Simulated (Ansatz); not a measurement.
# Ni(111) with 4 thermally displaced layers, 2x2: scattering by thermal displacements, part 3 of 3

Aim: the resistivity of Ni at 500 K from frozen thermal displacements between perfect leads.

Ansatz 0.2.0; Ansatz plane-wave DFT, PBE, PAW files, collinear spin; ballistic transport by layer matching (Landauer), zero bias; PAW set soft_1.

So far. Step 3 (With 8 displaced layers): Nearest the Fermi level spin up passes 2.40 of 2.49 channels of the lower lead and spin down 4.03 of 7.16.

## (4) With 12 displaced layers

Each atom of 12 layers is moved at random, by amounts drawn from a normal law 0.0791 Å wide in each direction from the Debye model (450 K) at 500 K. A fresh draw is used; the growth of the resistance with length is what counts.

System of this step: Ni(111) with 12 thermally displaced layers, 2x2. The cell holds 72 atoms: 72 Ni. Its edges and angles: a = 4.984 Å, b = 4.984 Å, c = 36.622 Å, α = 90.0°, β = 90.0°, γ = 120.0°. It derives from Ni. Regions: lead, 24 atoms (24 Ni); scattering region, 48 atoms (48 Ni). The structure is stacked along c, and the current runs across the ab planes.

File input.yaml:

```yaml
crystal:
  lattice:
    - [4.9836885938, 0.0, 0.0]
    - [-2.4918442969, 4.3160009268, 0.0]
    - [0.0, 0.0, 36.6224822752]
  atoms:
    - { symbol: Ni, position: [0.0, 0.0, 0.0277777778], spin: 1.0 }
    - { symbol: Ni, position: [0.0, 0.5, 0.0277777778], spin: 1.0 }
    - { symbol: Ni, position: [0.5, 0.0, 0.0277777778], spin: 1.0 }
    - { symbol: Ni, position: [0.5, 0.5, 0.0277777778], spin: 1.0 }
    - { symbol: Ni, position: [0.1666666667, 0.3333333333, 0.0833333333], spin: 1.0 }
    - { symbol: Ni, position: [0.1666666667, 0.8333333333, 0.0833333333], spin: 1.0 }
    - { symbol: Ni, position: [0.6666666667, 0.3333333333, 0.0833333333], spin: 1.0 }
    - { symbol: Ni, position: [0.6666666667, 0.8333333333, 0.0833333333], spin: 1.0 }
    - { symbol: Ni, position: [0.3333333333, 0.1666666667, 0.1388888889], spin: 1.0 }
    - { symbol: Ni, position: [0.3333333333, 0.6666666667, 0.1388888889], spin: 1.0 }
    - { symbol: Ni, position: [0.8333333333, 0.1666666667, 0.1388888889], spin: 1.0 }
    - { symbol: Ni, position: [0.8333333333, 0.6666666667, 0.1388888889], spin: 1.0 }
    - { symbol: Ni, position: [0.0017810093, 0.993421156, 0.1903365336], spin: 1.0 }
    - { symbol: Ni, position: [0.9909049096, 0.485267678, 0.1967778125], spin: 1.0 }
    - { symbol: Ni, position: [0.4961811226, 0.0015300947, 0.1926091264], spin: 1.0 }
    - { symbol: Ni, position: [0.4917885991, 0.4997886002, 0.1912357383], spin: 1.0 }
    - { symbol: Ni, position: [0.1704676425, 0.3313890399, 0.2474386092], spin: 1.0 }
    - { symbol: Ni, position: [0.1332988393, 0.8427375261, 0.2493571592], spin: 1.0 }
    - { symbol: Ni, position: [0.6560888852, 0.3290046433, 0.2539239497], spin: 1.0 }
    - { symbol: Ni, position: [0.6666699794, 0.8349210555, 0.2467876266], spin: 1.0 }
    - { symbol: Ni, position: [0.3678921815, 0.1834841269, 0.3078603473], spin: 1.0 }
    - { symbol: Ni, position: [0.3424911917, 0.6834688545, 0.3063568746], spin: 1.0 }
    - { symbol: Ni, position: [0.8416723521, 0.1638769854, 0.3023716642], spin: 1.0 }
    - { symbol: Ni, position: [0.8319317228, 0.6311990558, 0.3050372446], spin: 1.0 }
    - { symbol: Ni, position: [0.9871956185, 0.980884481, 0.3624355791], spin: 1.0 }
    - { symbol: Ni, position: [0.9928160593, 0.4919922486, 0.3622340727], spin: 1.0 }
    - { symbol: Ni, position: [0.5051646397, 0.0254598599, 0.361870324], spin: 1.0 }
    - { symbol: Ni, position: [0.4746512756, 0.4643618232, 0.3582861039], spin: 1.0 }
    - { symbol: Ni, position: [0.183455405, 0.3324057661, 0.4160550602], spin: 1.0 }
    - { symbol: Ni, position: [0.1809964856, 0.8098225048, 0.4154015292], spin: 1.0 }
    - { symbol: Ni, position: [0.6645384869, 0.3440808353, 0.4152332985], spin: 1.0 }
    - { symbol: Ni, position: [0.6422180642, 0.8039111102, 0.4182422066], spin: 1.0 }
    - { symbol: Ni, position: [0.3417641473, 0.15793473, 0.472575069], spin: 1.0 }
    - { symbol: Ni, position: [0.3084895233, 0.6580183801, 0.4751988706], spin: 1.0 }
    - { symbol: Ni, position: [0.8566623066, 0.2090153914, 0.4705217292], spin: 1.0 }
    - { symbol: Ni, position: [0.8407530581, 0.663083065, 0.4734445014], spin: 1.0 }
    - { symbol: Ni, position: [0.994742174, 0.9897132964, 0.5259035528], spin: 1.0 }
    - { symbol: Ni, position: [0.0479618834, 0.498582273, 0.5234213892], spin: 1.0 }
    - { symbol: Ni, position: [0.4959182117, 0.0124283984, 0.52669766], spin: 1.0 }
    - { symbol: Ni, position: [0.5307828644, 0.5183738571, 0.527448696], spin: 1.0 }
    - { symbol: Ni, position: [0.1499616874, 0.3149154344, 0.5818212663], spin: 1.0 }
    - { symbol: Ni, position: [0.154319993, 0.8554097933, 0.5867695637], spin: 1.0 }
    - { symbol: Ni, position: [0.6358964708, 0.3116732061, 0.5795129956], spin: 1.0 }
    - { symbol: Ni, position: [0.622896877, 0.7763944997, 0.5808657834], spin: 1.0 }
    - { symbol: Ni, position: [0.3507527004, 0.1603305248, 0.640734961], spin: 1.0 }
    - { symbol: Ni, position: [0.341707787, 0.6989395169, 0.6393192394], spin: 1.0 }
    - { symbol: Ni, position: [0.8506622039, 0.2134523362, 0.6381879651], spin: 1.0 }
    - { symbol: Ni, position: [0.8157979376, 0.6703676562, 0.6388049975], spin: 1.0 }
    - { symbol: Ni, position: [0.0084802753, 0.9831065451, 0.6961827932], spin: 1.0 }
    - { symbol: Ni, position: [0.007417343, 0.4877613607, 0.694797084], spin: 1.0 }
    - { symbol: Ni, position: [0.5083117237, 0.0429984204, 0.6929233628], spin: 1.0 }
    - { symbol: Ni, position: [0.4830394748, 0.4804632988, 0.6936967536], spin: 1.0 }
    - { symbol: Ni, position: [0.1736101376, 0.3474068291, 0.7486812273], spin: 1.0 }
    - { symbol: Ni, position: [0.1507356097, 0.8073692291, 0.7482126465], spin: 1.0 }
    - { symbol: Ni, position: [0.7199557272, 0.3524192138, 0.7483119685], spin: 1.0 }
    - { symbol: Ni, position: [0.6364954472, 0.8154510005, 0.7499531434], spin: 1.0 }
    - { symbol: Ni, position: [0.3270625811, 0.1530226135, 0.8027762986], spin: 1.0 }
    - { symbol: Ni, position: [0.3600520662, 0.6749460145, 0.8047464141], spin: 1.0 }
    - { symbol: Ni, position: [0.8249774034, 0.1569604279, 0.7992131129], spin: 1.0 }
    - { symbol: Ni, position: [0.8253578829, 0.6470436979, 0.8033895579], spin: 1.0 }
    - { symbol: Ni, position: [0.0, 0.0, 0.8611111111], spin: 1.0 }
    - { symbol: Ni, position: [0.0, 0.5, 0.8611111111], spin: 1.0 }
    - { symbol: Ni, position: [0.5, 0.0, 0.8611111111], spin: 1.0 }
    - { symbol: Ni, position: [0.5, 0.5, 0.8611111111], spin: 1.0 }
    - { symbol: Ni, position: [0.1666666667, 0.3333333333, 0.9166666667], spin: 1.0 }
    - { symbol: Ni, position: [0.1666666667, 0.8333333333, 0.9166666667], spin: 1.0 }
    - { symbol: Ni, position: [0.6666666667, 0.3333333333, 0.9166666667], spin: 1.0 }
    - { symbol: Ni, position: [0.6666666667, 0.8333333333, 0.9166666667], spin: 1.0 }
    - { symbol: Ni, position: [0.3333333333, 0.1666666667, 0.9722222222], spin: 1.0 }
    - { symbol: Ni, position: [0.3333333333, 0.6666666667, 0.9722222222], spin: 1.0 }
    - { symbol: Ni, position: [0.8333333333, 0.1666666667, 0.9722222222], spin: 1.0 }
    - { symbol: Ni, position: [0.8333333333, 0.6666666667, 0.9722222222], spin: 1.0 }
magnetization:
  spin_polarized: true
kpoints:
  mp_grid: { grid: [5, 5, 1] }
hamiltonian:
  xc: pbe
  pseudopotentials: { kind: paw, azcp: { folder: soft_1 } }
scf:
  occupations: { method: fermi_dirac, width: 0.1 }
output:
  transmission:
    leads: [[0, 4]]
    kmesh: [10, 10]
    e_range: [-0.05, 0.05]
    de: 0.05
  write_potential: true
  write_density: true
  volumetric_format: npy
```

Launch:

```sh
ansatz run input.yaml --threads 4 --pin off --max-ram 15360MiB --backend cpu --events-out ev --progress --plain --runs-dir out
```

Numbers of over 12 decimals in the logs are rounded to 6 here.

What it wrote:

```text
[...]
Crystal: 72 atoms, lattice volume = 787.735 Å³
Basis set: ecut = 420 eV, 15381 PW (Γ)
Bands: 821, of which v1, the nominal top of the filled ones, is band 648 counted from 1 (647 counted from 0)
Symmetry: 1 space group operations
[...]
k-points: 13 of 25 (time reversal used)
[...]
Starting moments: Σ|m| = 72 μB on 72 of 72 sites
[...]
SCF iter  23: F=-420457.153075 eV  HF=-420457.153076 eV  |F-HF|=7.75e-8  |Δ(HF+E_count)|=  3.49e-10  Δρ=1.19e-6 (↑2.85e-7 ↓1.19e-6)  dr2=7.93e-8  dr2_m=1.64e-9  M=47.471 μB ∫|m|=53.611 μB  ethr=2.96e-12  ⟨swp⟩=7.9  Hψ=90247  notcnv=0
SCF 1 converged in 23 iterations: F = -420457.153075 eV  dr2 = 7.93e-8
[...]
transmission: 486 of 4784 steps passed
transmission: 963 of 4784 steps passed
[...]
transmission: 4784 of 4784 steps passed
[...]
SCF converged after 23 iterations
Magnetization: 47.4713 μB (671.7356 up, 624.2644 down)
Absolute magnetization: 53.6826 μB (∫|ρ↑−ρ↓|, with the PAW one-centre terms)
[...]
Per-site moments (μB) at R_I (Å): [(0.700436, 1.027886), (0.699371, 1.027886), (0.701984, 1.027886), (0.700109, 1.027886), (0.697856, 1.027886), (0.695608, 1.027886), (0.693623, 1.027886), (0.701970, 1.027886), (0.691539, 0.976073), (0.702757, 0.980259), (0.700063, 0.986988), (0.696274, 0.970865), (0.692025, 0.970865), (0.705204, 0.968930), (0.701048, 0.999786), (0.698647, 0.980259), (0.701411, 0.968930), (0.702781,  [...]
Free energy (F): -420457.153075 eV
[...]
Internal energy: -420453.350199 eV  (E = F + TS)
E sigma→0 (E₀):  -420455.251637 eV
Entropy (-TS):   -3.802877 eV (-52.818 meV/atom)
Fermi energy:    17.837467 eV
[...]
--- Band table (eV; the first three rows and the last of 26) ---
  k-point 0 ↑: bands = [... 644 lower, 17.2695, 17.2759, 17.2797, 17.2809, 17.2837, 17.2844, 17.2870, 17.2906, ... 169 higher]
  k-point 1 ↑: bands = [... 644 lower, 17.2045, 17.2130, 17.2193, 17.2253, 17.2282, 17.2404, 17.2486, 17.2739, ... 169 higher]
  k-point 2 ↑: bands = [... 644 lower, 17.2023, 17.2124, 17.2169, 17.2197, 17.2257, 17.2318, 17.2357, 17.2380, ... 169 higher]
  k-point 12 ↓: bands = [... 644 lower, 18.0159, 18.0219, 18.0382, 18.0444, 18.0537, 18.0640, 18.0700, 18.0776, ... 169 higher]
--- Transmission ---
  basis      : 199 plane waves across, 46 finite elements along
  points     : 52, standing for a mesh of 10 x 10
[...]
channels       : 2.490000e0 up, 7.160000e0 down
[...]
junction   : crystal 0 to crystal 0, 0.69 to 35.28 Å
    transmission   : 2.314783e0 up, 2.979049e0 down
[...]
```

Wall time 54 min (4 threads of Intel Xeon Platinum 8375C at 2.90GHz (Ice Lake), shared host); peak memory 10 GiB; 3.4 h of CPU time.

This step gave:

```yaml
free_energy: -420457.1531 eV
energy_at_zero_smearing: -420455.2516 eV
magnetization: 47.47 μB
absolute_magnetization: 53.68 μB
transmission_spin_up: 2.315
transmission_spin_down: 2.979
step_of_the_lead_s_potential: 4.5 meV
```

Per spin. The transmission, zone mean by energy, zero at the Fermi level:

| energy (eV) | T up | T down |
| --- | --- | --- |
| -0.0500 | 2.31 | 2.86 |
| 0.0000 | 2.31 | 2.98 |
| 0.0500 | 2.34 | 2.87 |

Nearest the Fermi level spin up passes 2.31 of 2.49 channels of the lower lead and spin down 2.98 of 7.16.

## (5) Resistance against length

This step: Ansatz plane-wave DFT, PBE, PAW files, collinear spin; ballistic transport by layer matching (Landauer), zero bias; resistivity from the slope of the area resistance; PAW set soft_1 (Ansatz 0.2.0).

Numbers from this step:

```yaml
resistivity: 8.139 µΩ cm
intercept: -0.04123 fΩ m²
scatter_about_the_fit: 0.01690 fΩ m²
```

Resistance, by row:

| run | length (Å) | T | channels N | RA (fΩ m²) | RA, spin up | RA, spin down |
| --- | --- | --- | --- | --- | --- | --- |
| n4 | 8.138 | 7.643 | 9.39 | 0.03696 | 0.043 | 0.263 |
| n8 | 16.28 | 6.312 | 9.397 | 0.06735 | 0.07558 | 0.6183 |
| n12 | 24.41 | 5.222 | 9.417 | 0.1694 | 0.2001 | 1.106 |

Area resistance against length of the displaced region:

| length of the displaced region (Å) | area resistance (fΩ m²) |
| --- | --- |
| 8.14 | 0.0370 |
| 16.28 | 0.0674 |
| 24.41 | 0.169 |

The area resistance goes from 0.037 to 0.17 fΩ m² between 8.1 and 24.4 Å, a slope of 8.1 µΩ cm.

By hand from the end points: (0.1694 − 0.03696) fΩ m² / (24.41 − 8.14) Å = 8.1 µΩ cm, since 1 fΩ m² per Å is 1000 µΩ cm.

## (6) What came out

```json
{
 "resistivity from the slope": "8.14 µΩ cm",
 "area resistance over 8.14 Å": "0.0370 fΩ m²",
 "area resistance over 16.3 Å": "0.0674 fΩ m²",
 "area resistance over 24.4 Å": "0.169 fΩ m²"
}
```

**Reading.** The slope gives 8.1 µΩ cm. The points scatter by 0.017 fΩ m² about the line, with one random draw a length in a 2x2 cell, so the slope is a rough value. The mean square of the displacements drawn is 0.78, 0.99 and 1.2 of the nominal one at the three lengths; with each resistance scaled back by that, the slope is 5.9 µΩ cm, the value used below. Read with a model of isotropic scattering on a spherical Fermi surface and the lead's 1.7×10¹⁵ S/m², this slope means a mean free path near 84 Å; over these lengths the model's slope is 1.12 times its bulk resistivity, which would be 5.3 µΩ cm. Uncorrelated displacements put too much weight on short waves, which scatter strongly; with the sideways repeat of a small cell, one draw and three short lengths, the method is good to a factor of two or three. Spin disorder, a large part of this metal's resistivity when warm, is absent. The measured value is 17.7 µΩ cm (CRC Handbook of Chemistry and Physics, 84th ed., 2003, Electrical Resistivity of Pure Metals); the scaled slope is 0.34 times that and the corrected value 0.30: low, with spin disorder left out. One magnetic start was tried, and the two spins conduct in parallel without mixing.

[Logs are printed without paths, hosts, clocks, repeated set-up lines and the standing remarks that a program may print on its own settings, such as how far it seeks lower states.]

[Hosts, paths, dates, database ids (printed as entryN), source tags and the programs' standing remarks are cut or masked in the printed files.]
